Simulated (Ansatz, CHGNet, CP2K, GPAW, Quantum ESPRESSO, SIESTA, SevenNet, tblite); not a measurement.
# SIESTA runs on random packing of B86H14 (at. %) (90 atoms)

Aim: run random packing of B86H14 (at. %) (90 atoms) in SIESTA and see how near its forces come to a plane-wave reference, and at what cost.

Main program and level: SIESTA 5.4.2; the method is named at each step.

### Step 1. Set-up

The cell holds 90 atoms: 77 B and 13 H. Cell: a = 8.907 Å, b = 8.907 Å, c = 8.907 Å, α = 90.0°, β = 90.0°, γ = 90.0°. 90 atoms (77 B, 13 H) packed at random in a cube at 1.99 g/cm³ and pushed apart as soft spheres; a start for melting by ab initio MD, not an equilibrated structure. Then every atom was moved at random, 0.02 Å r.m.s. a Cartesian component (hydrogen 0.6 of that).

The yardstick, on the same geometry:

- method: Kohn-Sham DFT, PBE, PAW, plane waves (Ansatz 0.2.0); cutoff 420 eV, Γ point, fermi-dirac smearing of 0.05 eV; PAW set soft_2
- r.m.s. force component: 1.085 eV/Å
- longest force: 4.111 eV/Å
- pressure: -14.43 GPa
- SCF cycles: 8
- time: 5.1 s on 4 threads of Arm Neoverse V1, shared host
- CPU time: 19 s

### Step 2. PBE, DZP, shift 0.01 Ry, mesh 300 Ry

Method: Kohn-Sham DFT, PBE, PseudoDojo 0.4.1 norm-conserving pseudopotentials (converted to PSML), numerical atomic orbitals (DZP), diagonalisation.

The .psml files are PseudoDojo norm-conserving potentials that we converted to this format, checked against plane waves on the same files for H, C, O, Si, Ge and Ca alone.

Contents of input.fdf:

```
SystemLabel cell
NumberOfAtoms 90
NumberOfSpecies 2
%block ChemicalSpeciesLabel
  1 5 B
  2 1 H
%endblock ChemicalSpeciesLabel
LatticeConstant 1.0 Ang
%block LatticeVectors
  8.90670 0.00000 0.00000
  0.00000 8.90670 0.00000
  0.00000 0.00000 8.90670
%endblock LatticeVectors
PAO.BasisSize DZP
PAO.EnergyShift 0.01 Ry
XC.Functional GGA
XC.Authors PBE
MeshCutoff 300 Ry
%block kgrid_Monkhorst_Pack
  1 0 0 0.0
  0 1 0 0.0
  0 0 1 0.0
%endblock kgrid_Monkhorst_Pack
SolutionMethod diagon
OccupationFunction FD
ElectronicTemperature 580 K
SCF.Mixer.Method Pulay
SCF.Mixer.Weight 0.05
SCF.Mixer.History 8
SCF.Mix Hamiltonian
MaxSCFIterations 300
SCF.DM.Tolerance 1e-04
SCF.H.Tolerance 1.0e-3 eV
WriteForces T
Write.HirshfeldPop T
Write.VoronoiPop T
Write.DM F
Write.H F
XML.Write F
AtomicCoordinatesFormat Fractional
%block AtomicCoordinatesAndAtomicSpecies
  0.87437 0.09282 0.32188 1
  0.69192 0.19356 0.45840 1
  0.67230 0.85610 0.20079 1
  0.00168 0.35583 0.07496 1
  0.71753 0.41737 0.31403 1
  0.96148 0.03627 0.92548 1
  0.62364 0.43500 0.04737 1
  0.74915 0.42924 0.66759 1
  0.91034 0.85939 0.00320 1
  0.79430 0.35100 0.48530 1
  0.97331 0.44534 0.56411 1
  0.72119 0.14219 0.03370 1
  0.65135 0.15284 0.20110 1
  0.68212 0.86810 0.62897 1
  0.17321 0.30725 0.70225 1
  0.20234 0.18381 0.92077 1
  0.78871 0.12731 0.82302 1
  0.68369 0.73180 0.39135 1
  0.46399 0.49530 0.17479 1
  0.73973 0.57080 0.97650 1
  0.02443 0.32699 0.85695 1
  0.34549 0.72954 0.26159 1
  0.12121 0.05246 0.83004 1
  0.87231 0.90590 0.75431 1
  0.37788 0.63276 0.54994 1
  0.22751 0.07430 0.13419 1
  0.69667 0.93637 0.40931 1
  0.77232 0.82114 0.88962 1
  0.85830 0.69676 0.45686 1
  0.48465 0.73829 0.43578 1
  0.69453 0.34409 0.87107 1
  0.60519 0.57194 0.50588 1
  0.94225 0.61977 0.08809 1
  0.14741 0.64384 0.91966 1
  0.87106 0.87945 0.55978 1
  0.50735 0.40831 0.46771 1
  0.60028 0.99003 0.98963 1
  0.13429 0.44133 0.22963 1
  0.23287 0.02390 0.34594 1
  0.99452 0.62754 0.64861 1
  0.78263 0.34228 0.10148 1
  0.81434 0.03461 0.64324 1
  0.60172 0.09769 0.80137 1
  0.82612 0.60002 0.60604 1
  0.97129 0.87502 0.18604 1
  0.15519 0.51384 0.52508 1
  0.32367 0.59984 0.05950 1
  0.21001 0.36475 0.08625 1
  0.15666 0.81493 0.48991 1
  0.46502 0.97124 0.53349 1
  0.06065 0.64169 0.27704 1
  0.49586 0.82955 0.88572 1
  0.59449 0.61898 0.74596 1
  0.77706 0.22246 0.65946 1
  0.45363 0.38128 0.70624 1
  0.25844 0.72418 0.73792 1
[... 30 atom lines left out ...]
  0.60684 0.57977 0.29668 2
  0.32502 0.91796 0.16765 2
  0.87942 0.65397 0.78790 2
  0.41812 0.55578 0.39316 2
%endblock AtomicCoordinatesAndAtomicSpecies
```

Command:

```sh
$ OMP_NUM_THREADS=1 mpirun -np 2 siesta < input.fdf > output.txt
```

What it wrote:

```text
Version         : 5.4.2
reinit: System Name:
reinit: System Label: cell
initatom: Reading input for the pseudopotentials and atomic orbitals ----------
Species number:   1 Atomic number:    5 Label: B
Species number:   2 Atomic number:    1 Label: H
Ground state valence configuration (from tables):   2s02  2p01  3d00  4f00
Ground state valence configuration (from tables):   1s01  2p00  3d00  4f00
---- Processing specs for species: B
GGA--PBE XC_GGA_X_PBE--XC_GGA_C_PBE pb
---- Processing specs for species: H
GGA--PBE XC_GGA_X_PBE--XC_GGA_C_PBE pb
B pseudopotential only contains V_ls up to l=1 -- lmxkb reset.
H pseudopotential only contains V_ls up to l=1 -- lmxkb reset.
Using PAO.SplitTailNorm
%block ChemicalSpeciesLabel
    1    5 B                       # Species index, atomic number, species label
    2    1 H                       # Species index, atomic number, species label
%endblock ChemicalSpeciesLabel
%block PAO.Basis                 # Define Basis set
B                     2                    # Species label, number of l-shells
 n=2   0   2                         # n, l, Nzeta
   5.254      3.670
   1.000      1.000
 n=2   1   2 P   1                   # n, l, Nzeta, Polarization, NzetaPol
   6.393      4.475
   1.000      1.000
H                     1                    # Species label, number of l-shells
 n=1   0   2 P   1                   # n, l, Nzeta, Polarization, NzetaPol
   5.233      3.529
   1.000      1.000
%endblock PAO.Basis
coor:   Atomic-coordinates input format  =     Fractional
siesta: System type = bulk
initatomlists: Number of atoms, orbitals, and projectors:     90  1066   681
siesta: ******************** Simulation parameters ****************************
Total number of electrons:   244.000000
Total ionic charge:   244.000000
 Kpoints in:            1 . Kpoints trimmed:            1
siesta: k-grid: Number of k-points = 1
siesta: k-points from Monkhorst-Pack grid
siesta: k-cutoff (effective) =     4.453 Ang
siesta: k-point supercell and displacements
siesta: k-grid:     1     0     0      0.000
siesta: k-grid:     0     1     0      0.000
siesta: k-grid:     0     0     1      0.000
                     ====================================
                        Single-point calculation
                     ====================================
outcell: Unit cell vectors (Ang):
        8.906700    0.000000    0.000000
        0.000000    8.906700    0.000000
        0.000000    0.000000    8.906700
outcell: Cell vector modules (Ang)   :    8.906700    8.906700    8.906700
outcell: Cell angles (23,13,12) (deg):     90.0000     90.0000     90.0000
outcell: Cell volume (Ang**3)        :    706.5623
Gamma-point calculation with multiply-connected orbital pairs
Gamma-point calculation with multiply-connected orbital pairs
Folding of H and S implicitly performed
Folding of H and S implicitly performed
new_DM -- step:     1
Initializing Density Matrix...
Attempting to read DM from file... Failed...
DM filled with atomic data:
InitMesh: MESH = 96 x 96 x 96 = 884736
InitMesh: Mesh cutoff (required, used) =   300.000   321.078 Ry
stepf: Fermi-Dirac step function
        iscf     Eharris(eV)        E_KS(eV)     FreeEng(eV)     dDmax    Ef(eV) dHmax(eV)
   scf:    1    -5926.248183    -6190.476915    -6190.727244  1.883434 -5.416577 13.674678
   scf:    2    -6229.977789    -6215.118075    -6215.374903  0.044320 -5.390739  7.001789
   scf:    3    -6227.978545    -6222.968519    -6223.212939  0.041310 -5.369217  2.856282
   scf:    4    -6230.441085    -6227.398575    -6227.653393  0.046949 -5.342428  1.719228
   scf:    5    -6229.610074    -6228.669540    -6228.931177  0.024808 -5.321336  0.676565
   scf:    6    -6229.518100    -6229.145023    -6229.412111  0.010890 -5.305019  0.491928
[...]
scf:   19    -6229.522991    -6229.522998    -6229.801653  0.000079 -5.261253  0.001154
   scf:   20    -6229.522975    -6229.522987    -6229.801655  0.000033 -5.261261  0.001150
   scf:   21    -6229.522967    -6229.522977    -6229.801656  0.000033 -5.261296  0.000616
SCF Convergence by DM+H criterion
max |DM_out - DM_in|         :     0.0000327886
max |H_out - H_in|      (eV) :     0.0006162403
SCF cycle converged after 21 iterations
Using DM_out to compute the final energy and forces
siesta: E_KS(eV) =            -6229.5230
siesta: E_KS - E_eggbox =     -6229.5230
siesta: Atomic forces (eV/Ang):
     1   -0.608624   -0.653288    0.676127
     2    0.701374   -1.134501   -0.124667
     3   -0.648954   -0.225990    0.781860
     4   -0.136250    0.725787   -0.618069
     5   -0.346107   -0.848877   -0.781166
     6   -1.622307   -0.239991   -0.543146
[...]
88   -0.547640   -0.410056    0.679950
    89    0.362960   -0.256573   -1.399579
    90   -0.219349   -0.559992   -0.331250
----------------------------------------
   Tot   -0.000383    0.000759   -0.003770
----------------------------------------
   Max    3.673910
   Res    1.177790    sqrt( Sum f_i^2 / 3N )
----------------------------------------
   Max    3.673910    constrained
Stress tensor Voigt[x,y,z,yz,xz,xy] (kbar):      123.49      128.17      126.69       28.44      -15.13       35.86
(Free)E + p*V (eV/cell)    -6285.4187
Target enthalpy (eV/cell)    -6229.8017
siesta: Program's energy decomposition (eV):
siesta: Ebs     =     -2775.782388
siesta: Eions   =     12424.525505
siesta: Ena     =      4579.742826
siesta: Ekin    =      3976.882105
siesta: Enl     =       202.904901
siesta: DEna    =       -21.402668
siesta: DUscf   =        11.278975
siesta: Ex      =     -2245.516434
siesta: Ec      =      -308.887178
siesta: Exc     =     -2554.403612
siesta: Eharris =     -6229.522967
siesta: Etot    =     -6229.522977
siesta: FreeEng =     -6229.801656
siesta: Final energy (eV):
siesta:  Band Struct. =   -2775.782388
siesta:       Kinetic =    3976.882105
siesta:       Hartree =     823.766590
siesta:         Exch. =   -2245.516434
siesta:         Corr. =    -308.887178
siesta:   Exch.-corr. =   -2554.403612
siesta:  Ion-electron =   -5376.019970
siesta:       Ion-ion =   -3099.748090
siesta:         Total =   -6229.522977
siesta:         Fermi =      -5.261296
siesta: Stress tensor (static) (eV/Ang**3):
siesta:     0.077075    0.022382   -0.009441
siesta:     0.022382    0.079995    0.017748
siesta:    -0.009441    0.017748    0.079076
siesta: Cell volume =        706.562320 Ang**3
siesta: Pressure (static):
siesta:                Solid            Molecule  Units
siesta:          -0.00085731         -0.00066053  Ry/Bohr**3
siesta:          -0.07871497         -0.06064750  eV/Ang**3
siesta:        -126.11528191        -97.16799998  kBar
    Orbital volume contribution        =          51.460925 eV
    (Free)E + p_basis*V_orbitals       =       -6178.340731 eV
    (Free)Eharris+ p_basis*V_orbitals  =       -6178.340721 eV
Hirshfeld Atomic Populations:
Atom #   charge [q] valence [e]  Species
     1     0.036361    2.963639  B
     2    -0.005427    3.005427  B
     3     0.044397    2.955603  B
     4    -0.026485    3.026485  B
     5     0.051238    2.948762  B
     6    -0.009797    3.009797  B
[...]
78    -0.001412    1.001412  H
    79     0.003563    0.996437  H
    80    -0.014072    1.014072  H
    81    -0.000765    1.000765  H
    82    -0.006341    1.006341  H
    83    -0.033042    1.033042  H
[...]
--------------------
 Total    -0.000001
Voronoi Atomic Populations:
Atom #   charge [q] valence [e]  Species
[...]
75     0.035700    2.964300  B
    76    -0.038371    3.038371  B
    77     0.051701    2.948299  B
[...]
88     0.018644    0.981356  H
    89     0.069485    0.930515  H
    90     0.016034    0.983966  H
--------------------
 Total    -0.000001
```

It took 5 min on 2 MPI ranks of Arm Neoverse V1, shared host; peak memory 1.5 GiB; 9.9 min of CPU time.

Banners, paths, timers and routine set-up lines are dropped from the logs unmarked, and long logs keep their key lines alone; longer cuts are marked.

Compared with the plane-wave run:

- r.m.s. force component: 1.178 eV/Å
- r.m.s. difference of force components: 165.1 meV/Å
- longest difference of force vectors: 569.3 meV/Å
- force difference over r.m.s. force: 15.22 %
- slope of forces against the reference's: 1.077
- correlation of force components: 0.9927
- pressure: -12.61 GPa
- pressure difference: 1.823 GPa

Length of the force difference by element (eV/Å):

```csv
element,atoms,mean,most
B,77,0.27,0.57
H,13,0.024,0.050
```

The surroundings of B44, which bears the longest force, nearest first, numbered as they follow in the input and with coordinates relative to it.

```csv
atom,x,y,z,distance (Å),Hirshfeld charge (e),Fx,Fy,Fz (eV/Å)
B44,0.00,0.00,0.00,0.00,-0.03,-2.61,-3.19,1.85
B40,1.50,0.25,0.38,1.57,-0.01,1.70,0.63,1.54
B29,0.29,0.86,-1.33,1.61,-0.03,0.93,2.85,-0.96
H89,0.47,0.48,1.62,1.75,0.03,0.36,-0.26,-1.40
B8,-0.69,-1.52,0.55,1.76,-0.03,-0.80,0.49,0.78
B11,1.31,-1.38,-0.37,1.94,0.02,-0.05,-1.90,-1.81
B32,-1.97,-0.25,-0.89,2.17,0.04,-0.40,0.70,1.31
B53,-2.06,0.17,1.25,2.42,0.03,0.05,0.06,-1.45
B10,-0.28,-2.22,-1.08,2.48,-0.04,1.80,0.91,0.24
B59,0.45,-1.47,2.01,2.53,0.01,-1.88,0.88,0.60
B35,0.40,2.49,-0.41,2.55,-0.04,-0.27,-0.65,-1.85
B18,-1.27,1.17,-1.91,2.58,-0.06,-0.87,0.50,-2.50
```

Forces lie 15 % from the reference's, at 32 times its CPU time (on 2 against 4 cores).

The difference per atom is largest on B (0.27 eV/Å on average, against 0.024 on H).

### Step 3. Outcome

* force difference from the reference: SIESTA PBE, DZP, shift 0.01 Ry, mesh 300 Ry, 15 %
* its CPU time: 9.9 min

What this shows: The PBE run in local orbitals differs by 15 % (SIESTA PBE, DZP, shift 0.01 Ry, mesh 300 Ry); basis, grid and potentials can all enter. In pressure, SIESTA PBE, DZP, shift 0.01 Ry, mesh 300 Ry misses by +1.8 GPa, at the same functional. The reference's pressure of -14 GPa belongs to a cell and atoms that aren't relaxed at this level. The electronic-structure runs sample only Γ, in a cell whose shortest periodic width is 9 Å, which is coarse for a cell with partly filled levels.

[Also dropped from logs without a mark: logging warnings of Python, and SIESTA's first energy breakdown and zero terms.]

[Logs are printed without paths, hosts, clocks, repeated set-up lines and the standing remarks that a program may print on its own settings, such as how far it seeks lower states.]

[Hosts, paths, dates, database ids (printed as entryN), source tags and the programs' standing remarks are cut or masked in the printed files.]
